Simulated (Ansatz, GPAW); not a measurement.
# How NaHgF3 (model structure) absorbs and reflects light, part 3 of 3

Aim: the dielectric function of NaHgF3 (model structure), and the optical constants that follow from it. The cell was made here by substitution or stacking, whether or not such a phase is known. It was built so: All Cd replaced by Hg and K replaced by Na in the Pm-3m structure of KCdF3. The cell is first relaxed with Ansatz.

GPAW 26.7.0; DFT, PBE, plane-wave PAW (GPAW data sets), scalar-relativistic, RPA, optical limit.

So far. Step 3 (Ground state): There is a gap, 0.74 eV on this mesh (points off the mesh can give less), so no carriers' term is needed.

## 5. Dielectric function, RPA

Local fields let the induced charge screen the field inside the cell, which as a rule lowers ε, most along directions where the density is uneven.

This step: DFT, PBE, plane-wave PAW (GPAW data sets), scalar-relativistic, RPA, optical limit (GPAW 26.7.0).

File df.py:

```python
from gpaw.response.df import DielectricFunction

df = DielectricFunction('full.gpw', frequencies={'type': 'nonlinear', 'domega0': 0.03, 'omega2': 8},
                        ecut=50,
                        eta=0.15,
                        nbands=55,
                        txt='df.txt')
for direction in ['x']:
    df.get_dielectric_function(xc='RPA', direction=direction, filename=f'df_{direction}.csv')
```

Run with:

```bash
$ OMP_NUM_THREADS=1 python df.py
```

Numbers of over 12 decimals in the logs are rounded to 6 here.

The log of the run:

```text
Using integrator: PointIntegrator
NonLinearFrequencyDescriptor(from 0.000 to 91.912 eV, 533 points)
Nonperiodic BCs:  [False False False]
Using integrator: PointIntegrator
NonLinearFrequencyDescriptor(from 0.000 to 91.912 eV, 533 points)
Nonperiodic BCs:  [False False False]

Calculating chi0 body with:
    Ground state adapter containing:
    Number of spins: 1
    Number of kpoints: 216
    Number of irreducible kpoints: 20
    Number of completely occupied states: 23
    Number of partially occupied states: 23

    Linear response parametrization:
    q_c: [0.0, 0.0, 0.0]
    Number of frequency points: 533
    Planewave cutoff: 50.0
    Number of bands: 55
    Number of planewaves: 81
    Broadening (eta): 0.15

Integrating chi0 body.

Symmetries of q_c:
    Direct symmetries (Uq -> q): 48
    Indirect symmetries (TUq -> q): 0
In total 48 allowed symmetries.

20 groups of equivalent kpoints. 90.740741% reduction.

Integral kind: spectral function

Calculating chi0 optical extensions with:
    Ground state adapter containing:
    Number of spins: 1
    Number of kpoints: 216
    Number of irreducible kpoints: 20
    Number of completely occupied states: 23
    Number of partially occupied states: 23

    Linear response parametrization:
    Number of frequency points: 533
    Planewave cutoff: 50.0
    Number of bands: 55
    Number of planewaves: 81
    Broadening (eta): 0.15
Integrating chi0 head and wings.

Symmetries of q_c:
    Direct symmetries (Uq -> q): 48
    Indirect symmetries (TUq -> q): 0
In total 48 allowed symmetries.

20 groups of equivalent kpoints. 90.740741% reduction.

Integral kind: spectral function wings
```

Run time: 8.9 s. Hardware: 1 thread of Intel Xeon 6975P-C (Granite Rapids), shared host; peak memory 0.43 GiB.

Read-outs, printed or worked out from the files:

```
electronic dielectric constant ε∞, mean over x, y and z (by symmetry where fewer were run) : 2.638
```

Some rows of df_x.csv (energy; Re and Im without local fields; Re and Im with them):

```text
0.000000, 2.692624, -0.000000, 2.637580, -0.000000
0.555532, 2.711634, 0.010523, 2.656545, 0.010499
1.143969, 2.778580, 0.024708, 2.723346, 0.024657
1.768324, 2.927346, 0.050525, 2.871820, 0.050425
2.431988, 3.275535, 0.129565, 3.219155, 0.129099
3.138794, 4.196202, 0.789354, 4.139358, 0.783448
3.893091, 3.386922, 3.012862, 3.364649, 3.008903
4.699832, 1.438573, 2.479531, 1.400031, 2.513598
5.564682, 1.149166, 1.079386, 1.054796, 1.113210
6.494155, 1.431467, 0.647769, 1.278777, 0.698396
7.495775, 1.901456, 0.897906, 1.715768, 0.858517
8.578281, 1.451068, 0.672281, 1.319132, 0.653009
9.751884, 1.666082, 1.175607, 1.453885, 1.060476
11.028587, 1.449852, 0.878156, 1.292665, 0.737802
12.422601, 1.255634, 1.312337, 1.218047, 0.990546
13.950874, 0.502916, 1.110529, 0.638802, 0.915396
15.633783, 0.952724, 0.704900, 1.027392, 0.509329
17.496047, 0.695271, 0.592613, 0.844095, 0.563111
19.567954, 0.739261, 0.541750, 0.846871, 0.547378
21.887015, 0.830506, 0.393002, 0.874690, 0.373549
24.500258, 0.701573, 0.377169, 0.782599, 0.387075
```

The Im ε, E ∥ x has structure finer than the step of the table below, so its rows give means over 1 eV, whole bins alone (the curve runs from 0 to 24.7 eV). Peaks (eV: height): 4.0: 3.54, 4.7: 2.51, 8.2: 1.11, 11.7: 1.19.

Sum at mesh points, not converged in k; values under the direct gap are tails of Lorentzian lines. The Im ε, E ∥ x by photon energy; means over each step:

| photon energy (eV) | Im ε, E ∥ x |
| --- | --- |
| 1 | 0.0215 |
| 2 | 0.0746 |
| 3 | 0.831 |
| 4 | 2.50 |
| 5 | 1.72 |
| 6 | 0.934 |
| 7 | 0.711 |
| 8 | 0.977 |
| 9 | 0.804 |
| 10 | 0.972 |
| 11 | 0.829 |
| 12 | 1.02 |
| 13 | 1.02 |
| 14 | 0.866 |
| 15 | 0.563 |
| 16 | 0.653 |
| 17 | 0.599 |
| 18 | 0.476 |
| 19 | 0.502 |
| 20 | 0.522 |
| 21 | 0.501 |
| 22 | 0.409 |
| 23 | 0.416 |
| 24 | 0.391 |

The reflectivity at normal incidence, E ∥ x has structure finer than the step of the table below, so its rows give means over 0.5 eV, whole bins alone (the curve runs from 0 to 24.7 eV). Peaks (eV: height): 4.02: 18.2, 4.75: 14.4, 8.21: 4.96, 10.38: 4.87, 13.86: 6.46.

Sum at mesh points, not converged in k. Reflectivity at normal incidence, E ∥ x against photon energy; means over each step:

photon energy (eV), reflectivity at normal incidence, E ∥ x (%) and a bar:
```
      0.5        5.7 #########
      1.0        5.9 #########
      1.5        6.3 ##########
      2.0        7.0 ############
      2.5        8.4 ##############
      3.0       11.1 ####################
      3.5       13.5 ########################
      4.0       16.4 ##############################
      4.5       11.4 ####################
      5.0        9.7 #################
      5.5        5.8 #########
      6.0        4.0 ######
      6.5        2.6 ###
      7.0        2.8 ###
      7.5        3.9 #####
      8.0        4.4 ######
      8.5        3.0 ####
      9.0        3.5 #####
      9.5        3.8 #####
     10.0        4.0 ######
     10.5        4.2 ######
     11.0        2.8 ###
     11.5        4.4 ######
     12.0        4.4 ######
     12.5        4.3 ######
     13.0        4.3 ######
     13.5        5.6 #########
     14.0        5.6 #########
     14.5        3.1 ####
     15.0        2.3 ##
     15.5        1.5 #
     16.0        2.5 ###
     16.5        3.2 ####
     17.0        2.3 ##
     17.5        2.3 ##
     18.0        1.8 #
     18.5        1.2 
     19.0        1.5 #
     19.5        1.9 ##
     20.0        1.5 #
     20.5        2.4 ##
     21.0        2.3 ##
     21.5        1.4 #
     22.0        1.2 
     22.5        1.5 #
     23.0        1.6 #
     23.5        1.2 
     24.0        1.3
```

The Im ε, E ∥ x has structure finer than the step of the table below, so its rows give means over 0.5 eV, whole bins alone (the curve runs from 0 to 24.7 eV). Peaks (eV: height): without local fields 4.02: 3.52, 4.70: 2.48, 8.21: 1.18, 11.71: 1.43; with local fields 4.02: 3.54, 4.70: 2.51, 8.21: 1.11, 11.71: 1.19.

Sum at mesh points, not converged in k; values under the direct gap are tails of Lorentzian lines. The Im ε, E ∥ x by photon energy; means over each step:

| photon energy (eV) | without local fields | with local fields |
| --- | --- | --- |
| 0.5 | 0.00948 | 0.00946 |
| 1.0 | 0.0209 | 0.0209 |
| 1.5 | 0.0377 | 0.0376 |
| 2.0 | 0.0688 | 0.0687 |
| 2.5 | 0.163 | 0.162 |
| 3.0 | 0.634 | 0.629 |
| 3.5 | 1.96 | 1.95 |
| 4.0 | 2.98 | 2.99 |
| 4.5 | 2.11 | 2.14 |
| 5.0 | 1.59 | 1.63 |
| 5.5 | 1.13 | 1.18 |
| 6.0 | 0.906 | 0.953 |
| 6.5 | 0.674 | 0.727 |
| 7.0 | 0.682 | 0.703 |
| 7.5 | 0.904 | 0.871 |
| 8.0 | 1.10 | 1.02 |
| 8.5 | 0.788 | 0.773 |
| 9.0 | 0.852 | 0.838 |
| 9.5 | 0.970 | 0.904 |
| 10.0 | 1.09 | 0.952 |
| 10.5 | 1.11 | 0.982 |
| 11.0 | 0.904 | 0.764 |
| 11.5 | 1.22 | 1.01 |
| 12.0 | 1.26 | 0.991 |
| 12.5 | 1.29 | 0.994 |
| 13.0 | 1.19 | 0.970 |
| 13.5 | 1.36 | 1.08 |
| 14.0 | 1.09 | 0.880 |
| 14.5 | 0.800 | 0.629 |
| 15.0 | 0.745 | 0.575 |
| 15.5 | 0.685 | 0.497 |
| 16.0 | 0.918 | 0.680 |
| 16.5 | 0.815 | 0.712 |
| 17.0 | 0.617 | 0.574 |
| 17.5 | 0.593 | 0.571 |
| 18.0 | 0.471 | 0.466 |
| 18.5 | 0.481 | 0.421 |
| 19.0 | 0.551 | 0.504 |
| 19.5 | 0.552 | 0.542 |
| 20.0 | 0.521 | 0.481 |
| 20.5 | 0.617 | 0.605 |
| 21.0 | 0.485 | 0.495 |
| 21.5 | 0.404 | 0.398 |
| 22.0 | 0.431 | 0.405 |
| 22.5 | 0.478 | 0.450 |
| 23.0 | 0.431 | 0.417 |
| 23.5 | 0.405 | 0.373 |
| 24.0 | 0.401 | 0.395 |

The loss function −Im 1/ε at q → 0, E ∥ x has structure finer than the step of the table below, so its rows give means over 0.5 eV, whole bins alone (the curve runs from 0 to 24.7 eV). Peaks (eV: height): 4.98: 0.526, 10.59: 0.439, 14.13: 0.770, 16.64: 0.629, 19.57: 0.538, 20.95: 0.634, 22.87: 0.570.

Sum at mesh points, not converged in k; values under the direct gap are tails of Lorentzian lines. Table of loss function −Im 1/ε at q → 0, E ∥ x by energy loss; means over each step:

| energy loss (eV) | loss function −Im 1/ε at q → 0, E ∥ x |
| --- | --- |
| 0.5 | 0.00134 |
| 1.0 | 0.00285 |
| 1.5 | 0.00479 |
| 2.0 | 0.00775 |
| 2.5 | 0.0146 |
| 3.0 | 0.0388 |
| 3.5 | 0.109 |
| 4.0 | 0.207 |
| 4.5 | 0.295 |
| 5.0 | 0.454 |
| 5.5 | 0.458 |
| 6.0 | 0.411 |
| 6.5 | 0.339 |
| 7.0 | 0.253 |
| 7.5 | 0.251 |
| 8.0 | 0.324 |
| 8.5 | 0.349 |
| 9.0 | 0.272 |
| 9.5 | 0.307 |
| 10.0 | 0.346 |
| 10.5 | 0.402 |
| 11.0 | 0.344 |
| 11.5 | 0.328 |
| 12.0 | 0.444 |
| 12.5 | 0.425 |
| 13.0 | 0.462 |
| 13.5 | 0.538 |
| 14.0 | 0.722 |
| 14.5 | 0.648 |
| 15.0 | 0.562 |
| 15.5 | 0.435 |
| 16.0 | 0.436 |
| 16.5 | 0.590 |
| 17.0 | 0.565 |
| 17.5 | 0.565 |
| 18.0 | 0.543 |
| 18.5 | 0.411 |
| 19.0 | 0.426 |
| 19.5 | 0.504 |
| 20.0 | 0.438 |
| 20.5 | 0.546 |
| 21.0 | 0.613 |
| 21.5 | 0.502 |
| 22.0 | 0.440 |
| 22.5 | 0.482 |
| 23.0 | 0.528 |
| 23.5 | 0.448 |
| 24.0 | 0.465 |

From ε follow the optical constants at some laser and lamp lines:

| wavelength (nm) | n | k | R (%) | 1/α |
| --- | --- | --- | --- | --- |
| 800 | 1.68 | 0.012 | 6.4 | 5.4 µm |
| 633 | 1.72 | 0.019 | 6.9 | 2.7 µm |
| 450 | 1.89 | 0.079 | 9.6 | 451 nm |
| 405 | 1.99 | 0.154 | 11.2 | 210 nm |
| 308 | 1.81 | 0.979 | 18.2 | 25 nm |
| 248 | 1.11 | 0.648 | 8.9 | 30 nm |
| 193 | 1.15 | 0.316 | 2.6 | 49 nm |

Below the direct gap, k and the depth come from the tails of the Lorentzian lines, not from transitions.

## 6. Summary of results

| Item | Value |
| --- | --- |
| electronic dielectric constant ε∞, mean over x, y and z (by symmetry where fewer were run) (RPA) | 2.64 |

**Reading.** At this level (PBE, RPA) NaHgF3 has ε∞ = 2.64 and n = 1.64 at 1550 nm. The cell grew by 47.2 % in volume. On the mesh the gap is 0.49 eV and the least direct gap 2.91 eV, so on this mesh the band edges lie at different points. Local fields change the static value along x from 2.69 to 2.64 (-2 %). Excitons and phonon-assisted transitions are missing; PBE gaps are as a rule too small, which pulls the onset down and ε∞ up, while the missing spin-orbit coupling works the other way with such heavy atoms. Spin-orbit coupling is left out although heavy atoms are present. The curves end at 25 eV, about where the summed bands run out. The cell grew by 47 % in the relaxation, which can come from the guessed start or, where layers or molecules are weakly bound, from the missing dispersion term; a larger cell lowers ε. In this version of GPAW the matrix elements of the optical limit are incomplete, which can lower ε − 1 by up to a tenth where first-row anions or d states rule, and shift it by more in d metals. The sum runs over mesh points 0.23 Å⁻¹ apart with no interpolation, so peaks are partly noise of the mesh and static values carry its error.

[Machine, clock and banner lines and Python warnings are left out of the logs.]

[Logs are printed without paths, hosts, clocks, repeated set-up lines and the standing remarks that a program may print on its own settings, such as how far it seeks lower states.]

[Hosts, paths, dates, database ids (printed as entryN), source tags and the programs' standing remarks are cut or masked in the printed files.]
